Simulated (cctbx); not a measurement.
**MgCd2Sb4O12: as given, inverted or twinned?**

Space group P2 (no. 3), a = 4.8520 Å, b = 10.7760 Å, c = 5.0730 Å, α = 90.00°, β = 93.08°, γ = 90.00°.

```csv
atom,mult.,x,y,z,Ueq (Å²)
Sb1,1,0,0.3156,0,0.0036
Sb2,1,1/2,0.8544,1/2,0.0030
Sb3,1,0,0.7185,0,0.0030
Sb4,1,1/2,0.1509,1/2,0.0045
Cd1,1,1/2,0.4307,1/2,0.0039
Cd2,1,0,0.0235,0,0.0053
Mg1,1,0,0.5747,1/2,0.0052
O1,2,0.8105,0.1684,0.7927,0.0102
O2,2,0.2844,0.7098,0.6508,0.0068
O3,2,0.6879,0.0117,0.3315,0.0105
O4,2,0.2001,0.4656,0.2275,0.0058
O5,2,0.2142,0.8593,0.1763,0.0071
O6,2,0.3037,0.2932,0.7018,0.0082
```

The model was made for the exercise: a known structure type with other elements put in, its volume estimated, not relaxed; displacement parameters are assumed.

Data sets are simulated with cctbx and refined with Bijvoet mates kept apart; Flack x is then fitted as the share of an inverted twin with the atoms fixed, Hooft y from the Bijvoet differences. The group has rotations alone, so the crystal has a hand.

Untwinned crystal. What Flack and Hooft values should come out?

```csv
λ (Å),extinction (unmodelled),d min (Å),top counts,error (%),model,R1,Flack x,s.u.,Hooft y,s.u.,pairs
0.71073,0,0.77,5000,1.5,as given,0.0333,0.00,0.12,-0.003,0.109,572
0.71073,0,0.77,5000,1.5,inverted,0.0347,0.99,0.12,1.000,0.110,572
1.54184,0,0.83,5000,4,as given,0.0290,0.00,0.03,0.009,0.029,443
```

With Mo Kα, the s.u. is too large to fix the hand. With Cu Kα, x is within 3 s.u. of 0, so the hand is right. Inverting the model turns x into about 1 − x.

A further crystal gives:

```csv
λ (Å),extinction (unmodelled),d min (Å),top counts,error (%),model,R1,Flack x,s.u.,Hooft y,s.u.,pairs
1.54184,0,0.83,40000,3,as given,0.0137,0.135,0.008,0.137,0.010,451
```

**Question.** What is it?

It was simulated as an inversion twin with a fraction 0.15 of the inverted domain. Flack x is over 3 s.u. from both 0 and 1 and reads that fraction.

[Logs are printed without paths, hosts, clocks, repeated set-up lines and the standing remarks that a program may print on its own settings, such as how far it seeks lower states.]
